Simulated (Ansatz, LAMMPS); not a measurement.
# Structural relaxation of amorphous polyacrylonitrile (as short chains C14N4H18), from a frame at 440 K (108 atoms)

Wanted: the relaxed structure of amorphous polyacrylonitrile (as short chains C14N4H18), from a frame at 440 K (108 atoms) and its electronic structure.

Method: Kohn-Sham DFT, RPBE+D3(BJ), PAW (set soft_2), plane waves, in Ansatz 0.2.0.

This is a report of a sequence of runs, with most program output left out.

## 1. The structure

The cell holds 108 atoms: 42 C, 12 N and 54 H. Its edges and angles: a = 10.571 Å, b = 10.571 Å, c = 10.571 Å, α = 90.0°, β = 90.0°, γ = 90.0°. 3 polyacrylonitrile chains of 4 units with methyl end groups placed at random, at 1.02 g/cm³; overlaps pushed apart, then 20 ps at 800 K with MMFF94 bonds, angles, torsions, charges and radii (Halgren, J. Comput. Chem. 17, 490 (1996)) in harmonic and 12-6 forms. Snapshot after 30 ps at 440 K and fixed volume.

Before any run, some limits are plain. The network of contacts between molecules at the start is that of the classical potential that made the cell. The density was typed from a rule of thumb and may lie off the real one at this temperature. Sampling is at Γ alone, for a cell whose shortest periodic width is 11 Å.

## 2. How the cell was made

A classical potential makes the cell, at a small fraction of what the same run would cost in DFT.

This step: classical MD, MMFF94 bonds, angles, torsions, charges and radii (Halgren, J. Comput. Chem. 17, 490 (1996)) in harmonic and 12-6 forms; charges of ions scaled by 0.8 (LAMMPS 22 Jul 2025 - Update 4).

in.lmp reads:

```
# amorphous polyacrylonitrile
units real
atom_style full
boundary p p p
bond_style harmonic
angle_style harmonic
dihedral_style opls
improper_style harmonic
special_bonds lj 0 0 0.5 coul 0 0 0.75
read_data data.lmp
neigh_modify delay 0 every 1 check yes one 4000
comm_modify cutoff 12.0
timestep 0.5
thermo_style custom step time temp pe press density
thermo_modify norm yes
# push overlapping molecules apart
pair_style soft 2.6
pair_coeff * * 0.0
variable a equal ramp(1,60)
fix ad all adapt 1 pair soft a * * v_a
velocity all create 800 652225 mom yes dist gaussian
fix lim all nve/limit 0.03
fix lan all langevin 800 800 50 652226 zero yes
thermo 1000
run 3000 post no
unfix ad
pair_style lj/cut/coul/long 9.0
pair_modify mix arithmetic tail yes
pair_coeff 1 1 0.0678 3.3680   # C
pair_coeff 2 2 0.0678 3.5530   # C
pair_coeff 3 3 0.0721 3.3270   # N
pair_coeff 4 4 0.0216 2.5400   # H
kspace_style pppm 1.0e-4
thermo 100
# [... 16 lines left out ...]
compute msd all msd com yes
thermo 7500
fix md all nvt temp 440 440 100
run 30000 post no
print "== T440: mean square displacement over the hold $(c_msd[4]:%.2f) A^2"
unfix md
uncompute msd
write_dump all custom T440.dump id type xs ys zs modify sort id
```

The run is started by

```
$ lmp -in in.lmp -log none -nocite
```

Run time: 28 s. Hardware: 1 thread of Arm Neoverse V2, shared host; peak memory 0.12 GiB.

The input also reads data.lmp (atoms, bonds and types; not printed here).

## 3. Single point at the start

The forces at the start show how far the geometry lies from a minimum of this functional.

input.yaml reads:

```yaml
crystal:
  lattice:
    - [10.57077, 0.0, 0.0]
    - [0.0, 10.57077, 0.0]
    - [0.0, 0.0, 10.57077]
  atoms:
    - { symbol: C, position: [0.26433, 0.03804, 0.86489] }
    - { symbol: C, position: [0.18297, 0.09848, 0.96745] }
    - { symbol: C, position: [0.1832, 0.00919, 0.07216] }
    - { symbol: C, position: [0.30653, 0.0176, 0.13703] }
    - { symbol: "N", position: [0.40175, 0.0238, 0.19339] }
    - { symbol: C, position: [0.07895, 0.03468, 0.17929] }
    - { symbol: C, position: [0.94481, 0.00876, 0.13043] }
    - { symbol: C, position: [0.84655, 0.05464, 0.21952] }
    - { symbol: "N", position: [0.75753, 0.08533, 0.2816] }
    - { symbol: C, position: [0.92713, 0.86255, 0.09816] }
    - { symbol: C, position: [0.84293, 0.86026, 0.97616] }
    - { symbol: C, position: [0.93006, 0.83854, 0.86861] }
    - { symbol: "N", position: [0.00153, 0.82664, 0.78749] }
    - { symbol: C, position: [0.75989, 0.74123, 0.98013] }
    - { symbol: C, position: [0.65072, 0.73618, 0.8904] }
    - { symbol: C, position: [0.5357, 0.70471, 0.96058] }
    - { symbol: "N", position: [0.44256, 0.67532, 0.00721] }
    - { symbol: C, position: [0.65714, 0.63475, 0.7815] }
    - { symbol: H, position: [0.2326, 0.94544, 0.82997] }
    - { symbol: H, position: [0.27379, 0.10107, 0.78438] }
    - { symbol: H, position: [0.36003, 0.02156, 0.90875] }
    - { symbol: H, position: [0.21168, 0.19508, 0.98707] }
    - { symbol: H, position: [0.08625, 0.10641, 0.92749] }
    - { symbol: H, position: [0.1686, 0.91611, 0.028] }
    - { symbol: H, position: [0.09856, 0.98285, 0.26867] }
    - { symbol: H, position: [0.0778, 0.13693, 0.20766] }
    - { symbol: H, position: [0.93397, 0.06429, 0.04487] }
    - { symbol: H, position: [0.01523, 0.81742, 0.0807] }
    - { symbol: H, position: [0.8715, 0.81519, 0.16722] }
    - { symbol: H, position: [0.78299, 0.95229, 0.97122] }
    - { symbol: H, position: [0.71798, 0.73618, 0.06807] }
    - { symbol: H, position: [0.82148, 0.65531, 0.97155] }
    - { symbol: H, position: [0.64681, 0.82666, 0.84114] }
    - { symbol: H, position: [0.7474, 0.61136, 0.75584] }
    - { symbol: H, position: [0.6047, 0.64915, 0.69418] }
    - { symbol: H, position: [0.61712, 0.54317, 0.81645] }
    - { symbol: C, position: [0.46022, 0.96949, 0.58609] }
    - { symbol: C, position: [0.42673, 0.94686, 0.44729] }
    - { symbol: C, position: [0.34894, 0.82699, 0.4279] }
    - { symbol: C, position: [0.44062, 0.73122, 0.4075] }
    - { symbol: "N", position: [0.52421, 0.66275, 0.4118] }
    - { symbol: C, position: [0.25352, 0.79409, 0.5284] }
    - { symbol: C, position: [0.16345, 0.67414, 0.51869] }
    - { symbol: C, position: [0.09992, 0.66783, 0.39121] }
    - { symbol: "N", position: [0.04524, 0.66467, 0.29752] }
    - { symbol: C, position: [0.22502, 0.54642, 0.55023] }
    - { symbol: C, position: [0.29974, 0.53213, 0.66962] }
    - { symbol: C, position: [0.3529, 0.40758, 0.67444] }
    - { symbol: "N", position: [0.39994, 0.31339, 0.70357] }
    - { symbol: C, position: [0.22506, 0.56341, 0.78987] }
    - { symbol: C, position: [0.08427, 0.51656, 0.79544] }
    - { symbol: C, position: [0.08974, 0.38505, 0.77252] }
    - { symbol: "N", position: [0.09661, 0.2757, 0.75229] }
    - { symbol: C, position: [0.0404, 0.52059, 0.93408] }
    - { symbol: H, position: [0.5081, 0.05256, 0.58098] }
    - { symbol: H, position: [0.51586, 0.89008, 0.62701] }
    - { symbol: H, position: [0.37297, 0.98993, 0.64685] }
    - { symbol: H, position: [0.51336, 0.94873, 0.38835] }
    - { symbol: H, position: [0.37095, 0.03124, 0.41094] }
    - { symbol: H, position: [0.30365, 0.82502, 0.33691] }
    - { symbol: H, position: [0.19215, 0.87955, 0.53132] }
    - { symbol: H, position: [0.30981, 0.77718, 0.61187] }
    - { symbol: H, position: [0.08665, 0.70411, 0.5878] }
    - { symbol: H, position: [0.29742, 0.53146, 0.47573] }
    - { symbol: H, position: [0.1501, 0.47209, 0.54207] }
    - { symbol: H, position: [0.38413, 0.5915, 0.6687] }
    - { symbol: H, position: [0.21272, 0.6621, 0.78783] }
    - { symbol: H, position: [0.28433, 0.52783, 0.86791] }
    - { symbol: H, position: [0.015, 0.571, 0.74291] }
    - { symbol: H, position: [0.95344, 0.46597, 0.95104] }
    - { symbol: H, position: [0.11991, 0.49633, 0.99208] }
    - { symbol: H, position: [0.01668, 0.60996, 0.96085] }
    - { symbol: C, position: [0.88844, 0.96698, 0.52655] }
    - { symbol: C, position: [0.89633, 0.10945, 0.55124] }
    - { symbol: C, position: [0.77642, 0.17104, 0.58456] }
    - { symbol: C, position: [0.72023, 0.12228, 0.70807] }
    - { symbol: "N", position: [0.6733, 0.09359, 0.80492] }
    - { symbol: C, position: [0.78082, 0.32421, 0.58748] }
    [... 24 atom lines left out ...]
    - { symbol: H, position: [0.55026, 0.53678, 0.21226] }
    - { symbol: H, position: [0.64666, 0.50134, 0.08036] }
    - { symbol: H, position: [0.54522, 0.28399, 0.22487] }
    - { symbol: H, position: [0.56134, 0.3564, 0.93991] }
    - { symbol: H, position: [0.66498, 0.22698, 0.00716] }
    - { symbol: H, position: [0.50617, 0.21943, 0.9806] }
kpoints:
  mp_grid: { grid: [1, 1, 1] }
hamiltonian:
  xc: rpbe
  dispersion: d3bj
scf:
  occupations: { method: fixed }
output:
  forces: true
  stress: true
  populations: true
  dos:
    method: { smearing: { sigma: 0.15 } }
    de: 0.1
    projected: { site_lists: { C: [C], H: [H], "N": ["N"] } }
  eigenvalues: true
```

The run is started by

```
$ ansatz run input.yaml --threads 4 --pin off --max-ram 8192MiB --backend cpu --events-out ev --progress --plain --runs-dir out
```

Run time: 11 s. Hardware: 4 threads of Arm Neoverse V2, shared host; peak memory 1.2 GiB; 43 s of CPU time.

Read from the output:

* free energy: -16099.0867 eV
* free energy per atom: -149.0656 eV/atom
* SCF cycles: 11
* pressure: 1.551 GPa
* r.m.s. force component: 1.085 eV/Å
* longest force: 4.903 eV/Å
* Fermi energy: -2.042 eV
* gap (highest filled to lowest empty level): 5.93 eV
* spilling of the projection: 0.0131

The r.m.s. force component of 1.1 eV/Å and the pressure of 1.6 GPa set the starting point.

Neighbours are counted within 1.34 Å (H-C), 1.85 Å (C-C), 1.62 Å (C-N).

Length of the force by element and coordination:

| element | coordination | atoms | mean length of the force (eV/Å) | spread | least | most |
| --- | --- | --- | --- | --- | --- | --- |
| C | all | 42 | 2.15 | 1.02 | 0.345 | 4.90 |
| C | 2 | 12 | 2.10 | 0.951 | 0.629 | 3.35 |
| C | 4 | 30 | 2.16 | 1.05 | 0.345 | 4.90 |
| H | all | 54 | 1.13 | 0.724 | 0.283 | 3.34 |
| N | all | 12 | 1.89 | 0.594 | 1.06 | 2.92 |

## 4. Relaxation

With the cell held, the atoms are moved downhill towards a nearby minimum.

input.yaml, the sections that differ from step 3:

```yaml
output:
  forces: true
relax:
  f_tol: 0.05
  max_steps: 200
# crystal, kpoints, hamiltonian, scf: as in step 3
```

Wall time 1.7 min (4 threads); peak memory 1.1 GiB.

Step by step (22 of 24):

| step | energy less that of the first step (eV) | largest force component (eV/Å) |
| --- | --- | --- |
| 1 | 0.0000 | 3.8902 |
| 2 | -4.6074 | 1.3396 |
| 3 | -5.4232 | 0.7256 |
| 4 | -5.6597 | 0.6670 |
| 5 | -5.7826 | 0.4380 |
| 6 | -5.8297 | 0.4451 |
| 8 | -5.9159 | 0.2246 |
| 9 | -5.9474 | 0.3325 |
| 10 | -5.9783 | 0.2624 |
| 11 | -6.0049 | 0.3223 |
| 12 | -6.0360 | 0.3212 |
| 13 | -6.0730 | 0.2752 |
| 14 | -6.1043 | 0.2292 |
| 15 | -6.1331 | 0.2113 |
| 16 | -6.1510 | 0.3291 |
| 17 | -6.1612 | 0.3003 |
| 19 | -6.1837 | 0.1520 |
| 20 | -6.1886 | 0.1337 |
| 21 | -6.1950 | 0.1378 |
| 22 | -6.1983 | 0.0897 |
| 23 | -6.2002 | 0.0419 |
| 24 | -6.2002 | 0.0416 |

The atoms that moved most (Å):

| atom | dx | dy | dz | length |
| --- | --- | --- | --- | --- |
| H104 | -1.510 | 0.538 | 0.848 | 1.813 |
| H59 | -0.091 | 0.256 | 1.669 | 1.691 |
| H57 | 1.085 | -0.743 | 0.983 | 1.641 |
| N85 | -0.888 | 1.131 | -0.476 | 1.514 |
| H103 | -0.931 | -0.353 | 1.079 | 1.468 |
| N77 | 1.449 | 0.129 | 0.001 | 1.455 |
| H70 | -0.109 | -0.971 | -1.072 | 1.451 |
| N45 | 0.898 | 1.077 | 0.003 | 1.402 |

The relaxation changed the energy by -57.4 meV/atom, and atoms moved by 0.88 Å r.m.s., 1.8 Å at most.

## 5. Local order after relaxation

Bonds before and after, by the cutoffs listed below:

| pair | bonds before | bonds after | mean before (Å) | mean after (Å) | spread before (Å) | spread after (Å) |
| --- | --- | --- | --- | --- | --- | --- |
| H-C | 54 | 54 | 1.095 | 1.096 | 0.035 | 0.002 |
| C-C | 39 | 39 | 1.518 | 1.518 | 0.050 | 0.036 |
| C-N | 12 | 12 | 1.159 | 1.165 | 0.016 | 0.001 |

Density 1.02 g/cm³, 10.94 Å³ an atom.

g(r), total and by pair (bins of 0.2 Å):

| r (Å) | total | H-H | H-C | H-N | C-C | C-N | N-N |
| --- | --- | --- | --- | --- | --- | --- | --- |
| 1.00 | 3.48 | 0.00 | 8.95 | 0.00 | 0.00 | 0.00 | 0.00 |
| 1.20 | 0.95 | 0.00 | 0.66 | 0.00 | 0.00 | 8.10 | 0.00 |
| 1.40 | 0.44 | 0.00 | 0.00 | 0.00 | 2.94 | 0.00 | 0.00 |
| 1.60 | 0.93 | 0.00 | 0.00 | 0.00 | 6.15 | 0.00 | 0.00 |
| 1.80 | 0.77 | 3.07 | 0.00 | 0.00 | 0.00 | 0.00 | 0.00 |
| 2.00 | 0.29 | 0.23 | 0.58 | 0.00 | 0.00 | 0.00 | 0.00 |
| 2.20 | 1.61 | 0.27 | 3.97 | 0.00 | 0.00 | 0.00 | 0.00 |
| 2.40 | 0.92 | 2.16 | 0.07 | 0.49 | 1.94 | 0.00 | 0.00 |
| 2.60 | 1.53 | 2.09 | 1.06 | 1.27 | 2.09 | 1.62 | 0.00 |
| 2.80 | 1.14 | 0.45 | 2.21 | 1.49 | 0.00 | 0.00 | 0.00 |
| 3.00 | 0.97 | 1.79 | 0.65 | 1.61 | 0.60 | 0.00 | 0.00 |
| 3.20 | 0.74 | 0.57 | 0.51 | 2.16 | 0.79 | 0.45 | 0.00 |
| 3.40 | 1.04 | 0.43 | 1.16 | 1.62 | 0.41 | 2.71 | 0.56 |
| 3.60 | 1.01 | 0.74 | 0.96 | 1.62 | 0.37 | 2.31 | 1.05 |
| 3.80 | 0.80 | 1.13 | 0.53 | 0.71 | 0.72 | 1.23 | 1.38 |
| 4.00 | 0.95 | 0.88 | 0.88 | 0.63 | 1.04 | 1.64 | 1.24 |
| 4.20 | 0.82 | 0.71 | 0.92 | 0.49 | 0.87 | 0.95 | 1.12 |
| 4.40 | 0.95 | 0.90 | 0.82 | 1.55 | 1.12 | 0.62 | 0.34 |
| 4.60 | 0.86 | 0.73 | 0.81 | 1.27 | 0.79 | 1.10 | 0.94 |
| 4.80 | 1.02 | 1.01 | 0.88 | 1.30 | 1.00 | 1.37 | 1.14 |
| 5.00 | 1.00 | 0.98 | 1.04 | 0.79 | 1.01 | 1.17 | 1.06 |
| 5.20 | 0.98 | 1.07 | 0.95 | 1.21 | 0.87 | 0.59 | 1.93 |

Bonds by pair of elements; cutoffs follow the first minimum of g(r), held within bounds set by covalent radii, and pairs that aren't listed don't count as bonded:

| pair A-B | cutoff (Å) | bonds | mean length (Å) | spread (Å) | shortest (Å) | B about A | A about B |
| --- | --- | --- | --- | --- | --- | --- | --- |
| H-C | 1.34 | 54 | 1.10 | 0.002 | 1.09 | 1 | 1.29 |
| C-C | 1.85 | 39 | 1.52 | 0.036 | 1.46 | 1.86 | 1.86 |
| C-N | 1.62 | 12 | 1.17 | 0.001 | 1.16 | 0.286 | 1 |

How many atoms have how many bonded neighbours:

| element | mean | 1 | 2 | 4 |
| --- | --- | --- | --- | --- |
| C | 3.43 | 0 | 12 | 30 |
| H | 1 | 54 | 0 | 0 |
| N | 1 | 12 | 0 | 0 |

Bond angles (no mean is given where the spread exceeds 20°):

| angle | count | mean (°) | spread (°) |
| --- | --- | --- | --- |
| C-C-H | 102 | 109 | 1.7 |
| C-C-C | 48 | 112 | 2.6 |
| H-C-H | 30 | 108 | 0.9 |
| C-C-N | 12 | 177 | 1.2 |

Bond length by coordination (bonds to H left out):

| element | coordination | atoms | mean bond length (Å) |
| --- | --- | --- | --- |
| C | 2 | 12 | 1.31 |
| C | 4 | 30 | 1.53 |

By these cutoffs 71 % of C atoms have 4, all H atoms have 1 and all N atoms have 1 bonded neighbour. The C-C-H angle averages 109° with a spread of 1.7°.

[end of part 1 of 2]

[Logs are printed without paths, hosts, clocks, repeated set-up lines and the standing remarks that a program may print on its own settings, such as how far it seeks lower states.]

[Hosts, paths, dates, database ids (printed as entryN), source tags and the programs' standing remarks are cut or masked in the printed files.]

[The MMFF94 radii named for the starting cell were scaled by 0.96; in molecules described by MMFF94, hydrogen bound to N, O or S took a small fixed 12-6 site in their place.]
